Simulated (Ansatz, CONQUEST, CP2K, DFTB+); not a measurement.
## (4,4) carbon nanotube in a second wall (156 atoms) in CONQUEST

How near does CONQUEST come to plane waves for (4,4) carbon nanotube in a second wall (156 atoms)?

Method: the method is named at each step, in CONQUEST 1.3.

**1. The structure**

The cell holds 156 atoms: 156 C. Cell: a = 22.124 Å, b = 22.186 Å, c = 7.281 Å, α = 90.0°, β = 90.0°, γ = 90.0°. It derives from C (graphene). Graphene sheet (a = 2.46 Å) rolled into a (4,4) tube of diameter 5.43 Å inside an (9, 9) tube, 3 periods, 10 Å of vacuum; minimised with a classical potential (one cell length free). Then every atom was moved at random, 0.02 Å r.m.s. a Cartesian component. Regions: inner wall, 48 atoms (48 C); outer wall, 108 atoms (108 C). Vacuum lies along a and b. The structure's axis is c.

The yardstick, on the same geometry:

```
method                 : Kohn-Sham DFT, PBE, PAW, plane waves (Ansatz 0.2.0); cutoff 420 eV, Γ point, fermi-dirac smearing of 0.05 eV; PAW set soft_2
r.m.s. force component : 1.314 eV/Å
longest force          : 4.941 eV/Å
SCF cycles             : 12
time                   : 30 s on 4 threads of AMD EPYC 9R45, shared host
CPU time               : 1.9 min
```

**2. PBE, grid 80 Ha**

Method: Kohn-Sham DFT, PBE, norm-conserving pseudopotentials, pseudo-atomic orbitals (double zeta with polarisation), diagonalisation.

The .ion files beside the input carry potential, basis and functional.

Input file Conquest_input:

```
IO.Title cell
IO.Coordinates coords.dat
IO.FractionalAtomicCoords T
IO.Iprint 1
General.NumberOfSpecies 1
AtomMove.TypeOfRun static
AtomMove.CalcStress F
Grid.GridCutoff 80
DM.SolutionMethod diagon
SC.MaxIters 100
SC.LinearMixingFactor 0.1
SC.KerkerPreCondition T
minE.SCTolerance 1e-06
Diag.kT 0.001837
Diag.MPMesh T
Diag.GammaCentred T
Diag.MPMeshX 1
Diag.MPMeshY 1
Diag.MPMeshZ 1
%block ChemicalSpeciesLabel
1 12.011 C
%endblock
```

Input file coords.dat:

```
41.808093 0.000000 0.000000
0.000000 41.925029 0.000000
0.000000 0.000000 13.758680
156
0.61977 0.52950 0.16997 1 T T T
0.60597 0.56165 0.00524 1 T T T
0.55954 0.60554 0.00365 1 T T T
0.53216 0.61761 0.17274 1 T T T
0.46727 0.61740 0.17066 1 T T T
0.43813 0.60642 0.00872 1 T T T
0.39553 0.56276 0.00445 1 T T T
0.38164 0.53182 0.17575 1 T T T
0.38307 0.46912 0.17231 1 T T T
0.39273 0.43872 0.34012 1 T T T
0.44060 0.39457 0.00826 1 T T T
0.46930 0.38218 0.17031 1 T T T
0.53162 0.38125 0.17357 1 T T T
0.56231 0.39520 0.33812 1 T T T
0.60572 0.43711 0.00626 1 T T T
0.61827 0.46831 0.17364 1 T T T
0.77156 0.53341 0.17193 1 T T T
0.76758 0.56195 0.00436 1 T T T
0.74372 0.62091 0.00587 1 T T T
0.72673 0.64819 0.17512 1 T T T
0.68704 0.69682 0.17339 1 T T T
0.66189 0.71729 0.00417 1 T T T
0.60834 0.74964 0.34134 1 T T T
0.57764 0.75932 0.17791 1 T T T
0.51582 0.77172 0.17474 1 T T T
0.48459 0.77110 0.00877 1 T T T
0.42270 0.76088 0.00714 1 T T T
0.39201 0.75092 0.17203 1 T T T
0.33744 0.71749 0.17277 1 T T T
0.31246 0.69683 0.33824 1 T T T
0.27073 0.65019 0.33950 1 T T T
0.25487 0.62068 0.17253 1 T T T
0.23437 0.56250 0.17060 1 T T T
0.23010 0.53216 0.00828 1 T T T
0.22903 0.46786 0.00937 1 T T T
0.23646 0.43857 0.17792 1 T T T
0.25470 0.37796 0.17412 1 T T T
0.27315 0.34981 0.00600 1 T T T
0.31293 0.30127 0.00750 1 T T T
0.33708 0.28288 0.17513 1 T T T
0.39402 0.25174 0.17703 1 T T T
0.42145 0.23943 0.00552 1 T T T
0.48545 0.22954 0.00874 1 T T T
0.51550 0.22808 0.17083 1 T T T
0.57786 0.23963 0.17336 1 T T T
0.60707 0.24995 0.00470 1 T T T
0.66316 0.28213 0.00676 1 T T T
0.68732 0.30345 0.17160 1 T T T
0.72684 0.35049 0.17443 1 T T T
0.74273 0.37766 0.33861 1 T T T
0.76589 0.43740 0.33571 1 T T T
0.76919 0.46747 0.17448 1 T T T
0.61832 0.53194 0.50995 1 T T T
0.60603 0.56096 0.34149 1 T T T
0.56267 0.60589 0.34118 1 T T T
0.53313 0.61934 0.50577 1 T T T
[... 96 atom lines left out ...]
0.72640 0.35055 0.84070 1 T T T
0.74472 0.37795 0.01190 1 T T T
0.76496 0.43649 0.00481 1 T T T
0.76960 0.46905 0.83980 1 T T T
```

On the command line:

```
$ OMP_NUM_THREADS=1 mpirun -np 4 Conquest > output.txt
```

Numbers of over 12 decimals in the logs are rounded to 6 here.

Conquest_out:

```text
      Simulation cell dimensions:    41.8081 a0 x    41.9250 a0 x    13.7587 a0
        This calculation includes non-local pseudopotentials,
         with a maximum core radius of      6.24713685
    Job title: cell
    Job to be run: static calculation
    Ground state search:
      Support functions represented with PAO basis
      1:1 PAO to SF mapping
      Non-spin-polarised electrons
      Solving for the K matrix using diagonalisation
      Using Fermi-Dirac smearing
    Integration grid size:    180 x  180 x   60
    Integration grid spacing:  0.232 a0 x 0.233 a0 x 0.229 a0
    Number of species:  1
    --------------------------------------------------------
    |   #  mass (au)  Charge (e)  SF Rad (a0)  NSF  Label  |
    --------------------------------------------------------
    |   1     12.011       4.000        6.522   13  C      |
    --------------------------------------------------------
          SCF tolerance:                 0.00000100
          SCF iterations:               100
    The calculation will be performed on     4 processes
    The calculation will be performed on     1 thread
    Using the default matrix multiplication kernel
    The functional used will be GGA PBE96
    set_atom_dens: In set_atomic_density, electrons :     624.000000000000
    PulayMixSC: Starting Pulay mixing, A_up =  0.100 A_dn =  0.100
    PulayMixSC: Spin non-polarised calculation.
    PulayMixSC: with Kerker preconditioning, q0 =  0.100
          Harris-Foulkes Energy            :      -939.875429 Ha
          Free Energy (E-TS)               :      -939.883429 Ha
    PulayMixSC: Pulay iteration     1 residual:              0.19061E-02
          Harris-Foulkes Energy            :      -939.297129 Ha
          Free Energy (E-TS)               :      -939.305493 Ha
    PulayMixSC: Pulay iteration     2 residual:              0.16980E-02
          Harris-Foulkes Energy            :      -937.166681 Ha
          Free Energy (E-TS)               :      -937.178138 Ha
    PulayMixSC: Pulay iteration     3 residual:              0.22048E-03
          Harris-Foulkes Energy            :      -937.159609 Ha
[... 106 lines of further cycles ...]
    PulayMixSC: Pulay iteration    39 residual:              0.12605E-05
          Harris-Foulkes Energy            :      -937.147360 Ha
          Free Energy (E-TS)               :      -937.157564 Ha
    PulayMixSC: Pulay iteration    40 residual:              0.11442E-05
          Harris-Foulkes Energy            :      -937.147374 Ha
          Free Energy (E-TS)               :      -937.157573 Ha
    PulayMixSC: Pulay iteration    41 residual:              0.10829E-05
          Harris-Foulkes Energy            :      -937.147406 Ha
          Free Energy (E-TS)               :      -937.157599 Ha
    PulayMixSC: Pulay iteration    42 residual:              0.91103E-06
    PulayMixSC: Reached SCF tolerance of  0.91103E-06 after     42 iterations
      | Number of electrons      =       624.000381
      | GS Energy as E-(1/2)TS   =      -937.152503 Ha
      | Free Energy as E-TS      =      -937.157599 Ha
      |* Harris-Foulkes energy   =      -937.147406 Ha
      |* DFT total energy        =      -937.147601 Ha
    force: Forces on atoms (Ha/a0)
    force:  Atom   X              Y              Z
    force:     1  -0.0103931333   0.0604202440   0.0268478400
    force:     2   0.0044368561   0.0121077282   0.0241880275
    force:     3   0.0482425543  -0.0092323812   0.0347565351
    force:     4  -0.0365180154   0.0135065220   0.0072519525
    force:     5   0.0373370357   0.0209475302   0.0568384107
    force:     6   0.0146133364   0.0261756845  -0.0482271300
    force:     7  -0.0504742990  -0.0441678434   0.0518364640
    force:     8  -0.0022900638   0.0213843669  -0.0180679458
    force:     9  -0.0200243992   0.0006159946   0.0109641394
    force:    10   0.0202528026  -0.0254901699  -0.0118876461
    force:    11  -0.0576338976   0.0141539604  -0.0186132174
    force:    12  -0.0021110795  -0.0169419828   0.0540381771
    force:    13   0.0089593682  -0.0084878314   0.0103453869
    force:    14  -0.0337588754  -0.0439003255   0.0333102782
    force:    15   0.0273074571   0.0330473357   0.0010300235
    force:    16   0.0120204847  -0.0453698456  -0.0085419162
    force:    17   0.0124026130  -0.0682594559  -0.0125394894
    force:    18  -0.0090682507   0.0296899099   0.0286013974
    force:    19   0.0102932813   0.0007597245   0.0212844783
    force:    20   0.0199806293  -0.0086250450  -0.0068437628
    force:    21  -0.0101770446   0.0150785488  -0.0273621251
    force:    22   0.0237571871  -0.0067593704   0.0353575593
    force:    23  -0.0015902018   0.0055235215   0.0028690814
    force:    24   0.0183692463   0.0112599184  -0.0159089310
[...]
force:   149  -0.0123601254  -0.0150325835   0.0141948472
    force:   150   0.0533635458   0.0138224693  -0.0118020180
    force:   151  -0.0224816889  -0.0321394502  -0.0650331599
    force:   152   0.0380556324   0.0298993062   0.0130813340
    force:   153   0.0236588207   0.0086008509   0.0108772555
    force:   154  -0.0182675792  -0.0362073384  -0.0546445148
    force:   155   0.0122984441   0.0338792268   0.0162767608
    force:   156   0.0082763355  -0.0534850575  -0.0064903005
    force: Maximum force :        0.10381153(Ha/a0) on atom        69 in z direction
    force: Force Residual:        0.04868043 Ha/a0
    get_E_and_F: Change in energy during last step of electronic optimisation: -0.31892E-04
```

The job ended after 7.4 min (4 MPI ranks of AMD EPYC 9R45, shared host; peak memory 10 GiB).

Banners, paths, timers and routine set-up lines are dropped from the logs unmarked, and long logs keep their key lines alone; longer cuts are marked.

Compared with the plane-wave run:

```yaml
r_m_s_force_component: 1.445 eV/Å
r_m_s_difference_of_force_components: 157.6 meV/Å
longest_difference_of_force_vectors: 529 meV/Å
force_difference_over_r_m_s_force: 11.99 %
slope_of_forces_against_the_reference_s: 1.098
correlation_of_force_components: 0.998
```

A closer look about C69, which bears the longest force: 10 atoms, nearest first, numbered in the order of the input, with positions taken from that point.

```
atom      x      y      z  distance (Å)  bonds     Fx     Fy  Fz (eV/Å)
 C69   0.00   0.00   0.00          0.00      3   0.29  -0.33       5.34
 C70  -0.10   0.67  -1.17          1.35      3  -0.53   3.21       0.27
C104  -0.03  -1.40   0.09          1.40      3   0.77  -0.34      -3.63
C122  -0.12   0.69   1.32          1.50      3   0.26  -0.38      -4.98
 C17   0.00   0.04  -2.38          2.38      3   0.64  -3.51      -0.64
 C71  -0.62   2.02  -1.12          2.40      3   1.15  -1.66      -2.54
 C51  -0.13  -2.09  -1.19          2.41      3  -0.38  -0.96       3.19
C123  -0.60   2.00   1.23          2.42      3   0.30  -0.05       3.72
C103  -0.12  -2.10   1.26          2.45      3  -0.09   0.03       1.77
C121  -0.04  -0.02   2.50          2.50      3   0.89   0.40      -0.82
```

Forces lie 12 % from the reference's, at 15 times its CPU time.

The forces add up to 0.59 eV/Å instead of zero, usually a sign of too coarse a grid.

**3. What came out**

```
force difference from the reference : CONQUEST PBE, grid 80 Ha, 12 %
its CPU time                        : 30 min
```

What this shows: The PBE run in local orbitals differs by 12 % (CONQUEST PBE, grid 80 Ha); basis, grid and potentials can all enter. The electronic-structure runs sample only Γ, in a cell whose periodic width is 7 Å, which is coarse for a cell with partly filled levels.

[Also dropped from logs without a mark: logging warnings of Python, and SIESTA's first energy breakdown and zero terms.]

[Logs are printed without paths, hosts, clocks, repeated set-up lines and the standing remarks that a program may print on its own settings, such as how far it seeks lower states.]

[Hosts, paths, dates, database ids (printed as entryN), source tags and the programs' standing remarks are cut or masked in the printed files.]
